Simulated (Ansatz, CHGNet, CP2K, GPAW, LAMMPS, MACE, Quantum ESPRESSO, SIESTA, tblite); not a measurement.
# GPAW runs on liquid mixture of dimethylformamide and H2O at 300 K (102 atoms)

Aim: run liquid mixture of dimethylformamide and H2O at 300 K (102 atoms) in GPAW and see how near its forces come to a plane-wave reference, and at what cost.

Calculated with GPAW 26.7.0; the method is named at each step.

### 1. Starting point

The cell holds 102 atoms: 15 C, 5 N, 19 O and 63 H. Its edges and angles: a = 10.188 Å, b = 10.188 Å, c = 10.188 Å, α = 90.0°, β = 90.0°, γ = 90.0°. 5 dimethylformamide, 14 H2O placed at random, at 0.97 g/cm³; overlaps pushed apart, then 10 ps at 450 K with MMFF94 bonds, angles, torsions, charges and radii (Halgren, J. Comput. Chem. 17, 490 (1996)) in harmonic and 12-6 forms; SPC/E water (Berendsen, Grigera and Straatsma, J. Phys. Chem. 91, 6269 (1987)). Snapshot after 20 ps at 300 K and fixed volume.

The yardstick, on the same geometry:

- method: Kohn-Sham DFT, PBE, SSSP efficiency 1.3.0 pseudopotentials, plane waves (Quantum ESPRESSO 7.5); sssp-pbe-1.3.0-efficiency, cutoffs 60/480 Ry, Γ point
- r.m.s. force component: 0.891 eV/Å
- longest force: 5.952 eV/Å
- pressure: 0.792 GPa
- gap (highest filled to lowest empty level): 3.676 eV
- time: 1.8 min on 2 MPI ranks of Arm Neoverse V2, shared host
- CPU time: 3.6 min

### 2. PBE, LCAO dzp, h 0.18 Å

Method: Kohn-Sham DFT, PBE, PAW, atomic orbitals (dzp).

The input, run.py:

```python
import numpy as np
from ase.io import read
from gpaw import GPAW, FermiDirac
from ase.parallel import parprint as print

atoms = read("structure.xyz")
atoms.calc = GPAW(
    mode="lcao",
    basis="dzp",
    h=0.18,
    xc="PBE",
    kpts={"size": (1, 1, 1), "gamma": True},
    occupations=FermiDirac(0.05),
    maxiter=200,
    symmetry={"point_group": False},
    txt="gpaw.txt",
)
energy = atoms.get_potential_energy(force_consistent=True)
forces = atoms.get_forces()
print(f"energy {energy:.6f} eV")
print("forces (eV/A)")
for i, (a, f) in enumerate(zip(atoms, forces)):
    print(f"{i:4d} {a.symbol:2s} {f[0]:10.5f} {f[1]:10.5f} {f[2]:10.5f}")
print(f"Fermi level {atoms.calc.get_fermi_level():.4f} eV")
for k in range(len(atoms.calc.get_ibz_k_points())):
    for s in range(atoms.calc.get_number_of_spins()):
        e = atoms.calc.get_eigenvalues(kpt=k, spin=s)
        n = np.searchsorted(e, atoms.calc.get_fermi_level())
        print(f"k {k} spin {s} levels about the Fermi level:", np.round(e[max(n - 6, 0):n], 4).tolist(), "|", np.round(e[n:n + 6], 4).tolist())
```

The input, structure.xyz:

```xyz
102
Lattice="10.18782 0.00000 0.00000 0.00000 10.18782 0.00000 0.00000 0.00000 10.18782" Properties=species:S:1:pos:R:3 pbc="T T T"
C 8.11093 5.56306 4.32055
N 9.14764 4.78573 3.60751
C 8.68196 4.13564 2.39852
C 0.29321 4.89606 3.97732
O 0.91935 5.65078 4.69098
H 8.52812 6.35985 4.91267
H 7.53491 6.06909 3.55942
H 7.59278 4.78848 4.85969
H 9.58012 3.81829 1.86030
H 8.10889 3.24268 2.65596
H 8.14251 4.84584 1.80762
H 0.95063 4.09713 3.51021
C 3.92679 5.63101 4.08226
N 4.11170 4.23915 4.28367
C 4.12647 3.38174 3.15119
C 4.15317 3.62146 5.49562
O 3.98323 4.20879 6.55739
H 2.98585 5.66239 3.43014
H 3.65692 6.16139 4.98113
H 4.80885 6.09344 3.65203
H 4.61325 3.91070 2.40483
H 4.69129 2.40076 3.43686
H 3.12491 3.13265 2.78189
H 4.43557 2.58485 5.44162
C 0.33599 0.88665 8.24867
N 0.83000 2.19232 8.61594
C 0.41515 3.39631 7.87213
C 1.37026 2.28788 9.89930
O 1.65562 1.24200 0.30105
H 0.10015 0.93208 7.22245
H 1.16854 0.28210 8.49807
H 9.60925 0.69298 8.85923
H 0.27731 4.20808 8.62582
H 1.22784 3.46692 7.17936
H 9.65143 3.19490 7.37415
H 1.66143 3.27600 0.05848
C 5.50774 1.60519 0.37298
N 6.34620 1.82280 9.38033
C 6.04983 0.93005 8.25916
C 6.94218 3.02578 9.16985
O 6.86262 3.97182 9.99303
H 4.47704 1.67692 0.02038
H 5.77028 0.65528 0.74891
H 5.65383 2.35787 1.14083
H 6.65947 1.21531 7.37119
H 6.26184 10.06241 8.63397
H 5.00375 1.03223 7.92826
H 7.54001 3.04096 8.15647
C 7.19484 0.90672 4.55141
N 7.06097 9.90745 5.19895
C 8.22942 9.37269 5.74868
C 5.86472 9.17301 5.20272
O 4.82933 9.58389 4.63760
H 7.51739 1.64971 5.21433
H 7.94589 0.73984 3.78620
H 6.26245 1.25280 4.04141
[... 42 atom lines left out ...]
H 4.60357 5.48696 7.31210
O 2.56916 9.92620 5.72423
H 2.55225 9.27621 6.48394
H 3.41689 9.81148 5.20628
```

Launch:

```bash
OMP_NUM_THREADS=1 mpirun -np 2 gpaw python run.py > output.txt
```

Output:

```text
energy -521.967365 eV
forces (eV/A)
   0 C     1.23121   -0.70724   -1.24991
   1 N     1.11109    1.71589    1.52203
   2 C     1.50907   -0.75118    1.07011
   3 C    -0.79364   -3.42028   -3.39599
   4 O     0.24145    2.60871    2.74963
   5 H     0.74837    0.45140    1.07838
   6 H    -1.17772    0.27258   -0.67022
   7 H    -1.29028   -0.22495    1.02193
   8 H     0.41002   -0.34212   -0.52060
   9 H    -0.67911   -0.54957   -0.06362
  10 H    -0.93341    0.73914   -0.88814
  11 H    -0.68034   -0.16764   -0.50007
  12 C    -2.17473    0.08561   -1.11994
  13 N     0.49517   -1.67549    1.67046
  14 C     0.15905   -2.49986    1.25125
  15 C     0.05806    1.71945   -1.25267
  16 O    -0.34641    0.45282    2.33196
  17 H     1.07776    0.82340    0.02021
  18 H    -0.17140    0.25733    1.16719
  19 H     0.57593    0.45076   -0.81425
  20 H     1.60824    1.12749   -2.50390
  21 H    -0.83333    1.16700   -0.62499
  22 H    -0.70893   -0.35793   -0.10158
  23 H     0.12696   -1.81045   -0.15525
[...]
94 H     0.12988   -0.48963   -0.69069
  95 H     0.04800    0.41269   -0.36345
  96 O     1.06034    0.59528    0.23805
  97 H    -0.44872   -0.26707    0.27139
  98 H    -0.35770    0.15609   -0.22548
  99 O    -1.24705    0.72901   -0.49143
 100 H     0.64560   -0.12875    0.41653
 101 H    -0.01497   -0.35915    0.52795
Fermi level -0.6059 eV
k 0 spin 0 levels about the Fermi level: [-2.1433, -2.0299, -1.9754, -1.9483, -1.8853, -1.7813] | [1.8762, 2.4096, 2.4984, 2.9069, 2.9279, 3.076]
```

gpaw.txt:

```text
Input parameters:
  mode=LCAO(),
  basis={'default': 'dzp'},
  h=0.18,
  kpts=MonkhorstPack(size=(1, 1, 1), gamma=True),
  maxiter=200,
  occupations=Occupations(name='fermi-dirac', width=0.05, fixmagmom=False),
  symmetry=Symmetry(point_group=False),
  xc=XC(name='PBE')
Unit cell  # Å
| periodic |         x |         y |         z |   lengths |    angles |
|----------|-----------|-----------|-----------|-----------|-----------|
|      yes | 10.187820 |  0.000000 |  0.000000 | 10.187820 | 90.000000 |
|      yes |  0.000000 | 10.187820 |  0.000000 | 10.187820 | 90.000000 |
|      yes |  0.000000 |  0.000000 | 10.187820 | 10.187820 | 90.000000 |
Number of symmetries: 1
Symmetry operations  # r_c * U_cc + t_c -> r_c
|   | kind |            matrix            |
|---|------|------------------------------|
| 0 |  E   |  1, 0, 0,  0, 1, 0,  0, 0, 1 |
BZ-sampling:
  Number of BZ points: 1
  Number of IBZ points: 1
  Monkhorst-Pack size: [1, 1, 1]
  Monkhorst-Pack shift: [0, 0, 0]
[... lines left out ...]
        l=0, rc=6.4219 Bohr: 1s-sz confined orbital
        l=0, rc=3.6094 Bohr: 1s-dz split-valence wave
        l=1, rc=6.4219 Bohr: p-type Gaussian polarization
      Number of RI-basis functions 0
Reference energy: -62386.103196  # eV
eigensolver:
density mixing:
  MSR1-Mixer
occupation numbers:
  Fermi-Dirac:
    width: 0.0500  # eV
FastPoissonSolver using
    Stencil: 6*3+1=19 point O(h^6) finite-difference Laplacian
xc functional:
  name: PBE with 2 nearest neighbor stencil
interpolation: tri-quintic # 5. degree polynomial
Initialization done in: 3.739 s
convergence criteria:
- Maximum [total energy] change in last 3 cyles: 0.0005 eV / valence electron
- Maximum integral of absolute [dens]ity change: 0.0001 electrons / valence electron
- Maximum integral of absolute [eigenst]ate change: 4e-08 eV^2 / valence electron
maximum number of iterations: 200
SCF iterations
|iter     |      energy | eigst |  dens |
|---------|-------------|-------|-------|
|iter:   1| -543.750217 |      c|       |
|iter:   2| -539.051927 |      c| -0.79 |
|iter:   3| -522.241155 |      c| -0.83 |
|iter:   4| -522.033638 |      c| -1.41 |
|iter:   5| -522.009110 |      c| -1.86 |
|iter:   6| -521.967584c|      c| -2.34 |
|iter:   7| -521.967381c|      c| -2.78 |
|iter:   8| -521.967377c|      c| -3.23 |
|iter:   9| -521.967369c|      c| -3.70 |
|iter:  10| -521.967365c|      c| -4.08c|
Converged in 10 steps
SCF loop duration: 21.645 s (2.164 s/step)
Energy contributions relative to reference atoms: (reference = -62386.103196)
Energy contributions:
  Kinetic:         454.120431
  Coulomb:        -494.327435
  Zero:              6.545088
  External:          0.000000
  Xc:             -488.305449
  Entropy:          -0.000000
  Spinorbit:         0.000000
  ----------------------------
  Free energy:    -521.967365
  Extrapolated:   -521.967365
dipole moment: (-56.306758, 48.649302, -48.387009)  # |e|*Ang
Fermi level: -0.606
Eigenvalues  # (at kpt = [0.000, 0.000, 0.000])
| band index |      eig [eV] | occ [0-2] |
|------------|---------------|-----------|
|          0 |       -23.182 |     2.000 |
|        ... |               |           |
|        123 |        -2.193 |     2.000 |
|        124 |        -2.167 |     2.000 |
[...]
|        138 |         4.282 |     0.000 |
|        ... |               |           |
|        161 |         7.002 |     0.000 |
Gap: 3.658 eV
Transition (v -> c):
  (s=0, k=0, n=130, [0.00, 0.00, 0.00]) -> (s=0, k=0, n=131, [0.00, 0.00, 0.00])
No difference between direct/indirect transitions
Force computation time: 3.936  # s
```

It took 31 s on 2 MPI ranks of Arm Neoverse V2, shared host; peak memory 1.1 GiB.

Banners, paths, timers and routine set-up lines are dropped from the logs unmarked, and long logs keep their key lines alone; longer cuts are marked.

Against the reference:

```
r.m.s. force component                           : 0.9801 eV/Å
r.m.s. difference of force components            : 369.8 meV/Å
longest difference of force vectors              : 1366 meV/Å
force difference over r.m.s. force               : 41.5 %
slope of forces against the reference's          : 1.019
correlation of force components                  : 0.9263
gap (highest filled to lowest empty level) : 3.658 eV
gap difference                                   : -0.0183 eV
```

This run lies far from the reference in forces at the same functional.

Length of the force difference by element (eV/Å):

```csv
element,atoms,mean,most
C,15,0.30,0.59
H,63,0.61,0.79
N,5,0.40,0.55
O,19,0.89,1.4
```

Levels nearest the highest filled one (eV from it): -0.36, -0.25, -0.19, -0.17, -0.10, 0.00, 3.66, 4.19, 4.28, 4.69, 4.71, 4.86.

The surroundings of N50, which bears the longest force, nearest first, numbered as they follow in the input and with coordinates relative to it.

```
atom      x      y      z  distance (Å)  bonds     Fx     Fy  Fz (eV/Å)
 N50   0.00   0.00   0.00          0.00      3  -4.41  -4.05       0.85
 C49   0.13   1.19  -0.65          1.36      4  -1.12   1.50      -3.15
 C51   1.17  -0.53   0.55          1.40      4   1.11   0.69       0.37
 C52  -1.20  -0.73   0.00          1.40      3   2.16   2.88      -0.46
 H55   0.88   1.02  -1.41          1.95      1   0.92   0.42      -0.94
 H54   0.46   1.93   0.02          1.98      1   1.00   2.09       1.51
 H59   1.43   0.09   1.40          2.00      1   0.35   0.16       1.34
 H58   1.98  -0.31  -0.14          2.01      1   0.97  -0.56      -0.80
 H57   1.05  -1.57   0.81          2.05      1   0.15  -1.31       0.51
 H60  -1.14  -1.62   0.60          2.07      1   0.07  -1.92       1.01
 H56  -0.80   1.53  -1.16          2.08      1   0.03  -0.28       0.23
```

Atoms are counted from 1 here, from 0 in the log.

Forces lie 42 % from the reference's, at 0.29 times its CPU time.

### 3. PBE, LCAO szp(dzp), h 0.18 Å

Method: Kohn-Sham DFT, PBE, PAW, atomic orbitals (szp(dzp)).

Changes to run.py since step 2:

```diff
@@ -3,3 +3,2 @@
 from gpaw import GPAW, FermiDirac
-from ase.parallel import parprint as print
 
@@ -8,3 +7,3 @@
     mode="lcao",
-    basis="dzp",
+    basis="szp(dzp)",
     h=0.18,
```

structure.xyz is that of step 2.

Launch:

```bash
OMP_NUM_THREADS=1 python run.py > output.txt
```

Output:

```text
energy -459.454738 eV
forces (eV/A)
   0 C     1.67561   -1.20291   -1.43685
   1 N     0.14949    1.37768    1.31820
   2 C     1.54115   -0.30545    1.81451
   3 C    -0.39958   -2.53234   -2.87814
   4 O     1.08807    3.52655    3.58363
   5 H     1.67317    1.92614    2.00582
   6 H    -2.19451    1.28208   -2.29314
   7 H    -2.18079   -1.76821    1.90165
   8 H     1.99579   -0.82159   -1.29159
   9 H    -1.67092   -2.17755    0.45216
  10 H    -1.93778    2.26114   -1.98892
  11 H     0.16736   -1.62067   -1.26534
[...]
97 H    -1.68440    1.25750   -0.16432
  98 H    -0.96537   -1.06192   -0.92731
  99 O    -2.76722    2.13282   -1.29983
 100 H     0.70664   -1.54022    2.05223
 101 H     1.09195   -0.59351   -0.20976
Fermi level -0.0722 eV
k 0 spin 0 levels about the Fermi level: [-1.7905, -1.753, -1.6024, -1.5731, -1.4627, -0.9764] | [0.832, 1.6918, 1.7681, 2.0357, 2.1574, 4.4952]
```

gpaw.txt:

```text
Input parameters:
  mode=LCAO(),
  basis={'default': 'szp(dzp)'},
  h=0.18,
  kpts=MonkhorstPack(size=(1, 1, 1), gamma=True),
  maxiter=200,
  occupations=Occupations(name='fermi-dirac', width=0.05, fixmagmom=False),
  symmetry=Symmetry(point_group=False),
  xc=XC(name='PBE')
[... lines left out ...]
  Fermi-Dirac:
[... lines left out ...]
convergence criteria:
- Maximum [total energy] change in last 3 cyles: 0.0005 eV / valence electron
[... lines left out ...]
Converged in 10 steps
[... lines left out ...]
  Free energy:    -459.454738
[... lines left out ...]
Fermi level: -0.072
[... lines left out ...]
|          0 |       -24.185 |     2.000 |
|        ... |               |           |
|        123 |        -1.914 |     2.000 |
|        124 |        -1.887 |     2.000 |
[...]
|        138 |         4.964 |     0.000 |
|        ... |               |           |
|        161 |         7.725 |     0.000 |
Gap: 1.808 eV
Transition (v -> c):
  (s=0, k=0, n=130, [0.00, 0.00, 0.00]) -> (s=0, k=0, n=131, [0.00, 0.00, 0.00])
No difference between direct/indirect transitions
Force computation time: 6.160  # s
timing:  # [seconds]
  Total:  43.555  # ━━━━━━━━━━━━━━━━━━━━━━━━━━━━━━━━━━━━━━━━━━━━━━━━━━━━━━━━━
  Init:    5.658  # ━━━━━━━╸
  SCF:    31.705  # ━━━━━━━━━━━━━━━━━━━━━━━━━━━━━━━━━━━━━━━━━╸
  Forces:  6.160  # ━━━━━━━━
```

The job ended after 45 s (1 thread; peak memory 0.88 GiB).

Against the reference:

```
r.m.s. force component                           : 1.612 eV/Å
r.m.s. difference of force components            : 1403 meV/Å
longest difference of force vectors              : 3385 meV/Å
force difference over r.m.s. force               : 157.4 %
slope of forces against the reference's          : 0.8977
correlation of force components                  : 0.4962
gap (highest filled to lowest empty level) : 1.808 eV
gap difference                                   : -1.867 eV
```

This is a coarse setting, run to see what it loses.

Against the first run (42 %), the force difference from the reference is 157 %, at 0.72 times the CPU time (on 1 against 2 cores), with 603 basis functions against 822: the smaller basis costs accuracy.

### 4. PBE, LCAO dzp, h 0.28 Å

Method: Kohn-Sham DFT, PBE, PAW, atomic orbitals (dzp).

Changes to run.py since step 3:

```diff
@@ -7,4 +7,4 @@
     mode="lcao",
-    basis="szp(dzp)",
-    h=0.18,
+    basis="dzp",
+    h=0.28,
     xc="PBE",
```

structure.xyz is that of step 3.

Output:

```text
energy -479.836352 eV
forces (eV/A)
   0 C     1.66662   -0.34966   -1.64396
   1 N    -0.87549    0.38584    2.12367
   2 C     1.94819   -0.43170    1.01487
   3 C    -0.76704   -3.70886   -3.31754
   4 O    -3.43821    3.54020    3.96331
   5 H     2.68420   -0.15006   -0.78650
   6 H     0.73655   -0.90512    0.91291
   7 H    -2.95312   -1.83037    2.64399
   8 H    -1.50678   -0.54603    0.97318
   9 H     1.07828   -1.56973   -1.94460
  10 H    -1.48558    2.64028   -2.77222
  11 H    -2.56771   -0.75070   -2.29218
  12 C    -2.13901    0.10232   -1.40229
  13 N     1.28384   -2.14919    3.02309
  14 C     0.45085   -2.48110    1.24016
  15 C     0.43624    1.87692   -1.38087
  16 O    -1.85334    3.21907   -0.20864
  17 H     2.21384    1.03437    1.98112
  18 H    -1.79977   -0.30593    3.00677
  19 H     0.37732    1.22490   -2.63464
  20 H     0.47752   -0.38829   -2.60063
  21 H     0.79538    0.73345    1.31201
  22 H     0.27978    1.12430   -1.77210
  23 H     1.67695    0.12748    0.38530
[...]
94 H    -1.80101    0.32735   -1.77428
  95 H    -1.41870    0.80372    1.52486
  96 O     2.88542   -1.97746   -2.29120
  97 H     1.36093    1.47303   -0.33382
  98 H    -0.75710   -1.74727   -2.01157
  99 O    -2.93640   -0.58894   -3.80031
 100 H     1.08390   -0.80612   -1.39763
 101 H     1.42910    1.25226   -1.39330
Fermi level -0.5875 eV
k 0 spin 0 levels about the Fermi level: [-2.1225, -2.0166, -1.9549, -1.9413, -1.872, -1.7548] | [1.9351, 2.4425, 2.5339, 2.9469, 2.952, 3.1027]
```

gpaw.txt:

```text
Input parameters:
  mode=LCAO(),
  basis={'default': 'dzp'},
  h=0.28,
  kpts=MonkhorstPack(size=(1, 1, 1), gamma=True),
  maxiter=200,
  occupations=Occupations(name='fermi-dirac', width=0.05, fixmagmom=False),
  symmetry=Symmetry(point_group=False),
  xc=XC(name='PBE')
Unit cell  # Å
| periodic |         x |         y |         z |   lengths |    angles |
[... lines left out ...]
  Fermi-Dirac:
[... lines left out ...]
convergence criteria:
- Maximum [total energy] change in last 3 cyles: 0.0005 eV / valence electron
[... lines left out ...]
Converged in 10 steps
[... lines left out ...]
  Free energy:    -479.836352
  Extrapolated:   -479.836352
dipole moment: (-57.122765, 49.746151, -49.274273)  # |e|*Ang
Fermi level: -0.588
Eigenvalues  # (at kpt = [0.000, 0.000, 0.000])
| band index |      eig [eV] | occ [0-2] |
|------------|---------------|-----------|
|          0 |       -23.198 |     2.000 |
|        ... |               |           |
|        123 |        -2.178 |     2.000 |
|        124 |        -2.143 |     2.000 |
[...]
|        138 |         4.295 |     0.000 |
|        ... |               |           |
|        161 |         7.026 |     0.000 |
Gap: 3.690 eV
Transition (v -> c):
  (s=0, k=0, n=130, [0.00, 0.00, 0.00]) -> (s=0, k=0, n=131, [0.00, 0.00, 0.00])
No difference between direct/indirect transitions
Force computation time: 3.785  # s
timing:  # [seconds]
  Total:  27.952  # ━━━━━━━━━━━━━━━━━━━━━━━━━━━━━━━━━━━━━━━━━━━━━━━━━━━━━━━━━
  Init:    4.381  # ━━━━━━━━━
  SCF:    19.757  # ━━━━━━━━━━━━━━━━━━━━━━━━━━━━━━━━━━━━━━━━╸
  Forces:  3.785  # ━━━━━━━╸
```

Run time: 29 s. Hardware: 1 thread; peak memory 0.37 GiB.

Compared with the plane-wave run:

| Quantity | Value |
| --- | --- |
| r.m.s. force component | 1.851 eV/Å |
| r.m.s. difference of force components | 1625 meV/Å |
| longest difference of force vectors | 5325 meV/Å |
| force difference over r.m.s. force | 182.4 % |
| slope of forces against the reference's | 0.9939 |
| correlation of force components | 0.481 |
| gap (highest filled to lowest empty level) | 3.69 eV |
| gap difference | 0.0141 eV |
| energy less the same-level run's | 413 meV/atom |
| r.m.s. force difference from the same-level run | 1557 meV/Å |

This is a coarse setting, run to see what it loses.

Against the first run (42 %), the force difference from the reference is 182 %, at 0.47 times the CPU time (on 1 against 2 cores): the grid matters here.

The forces add up to 38 eV/Å instead of zero, usually a sign of too coarse a grid.

[end of part 1 of 2]

[Also dropped from logs without a mark: logging warnings of Python, and SIESTA's first energy breakdown and zero terms.]

[Logs are printed without paths, hosts, clocks, repeated set-up lines and the standing remarks that a program may print on its own settings, such as how far it seeks lower states.]

[Hosts, paths, dates, database ids (printed as entryN), source tags and the programs' standing remarks are cut or masked in the printed files.]

[The MMFF94 radii named for the starting cell were scaled by 0.96; in molecules described by MMFF94, hydrogen bound to N, O or S took a small fixed 12-6 site in their place.]
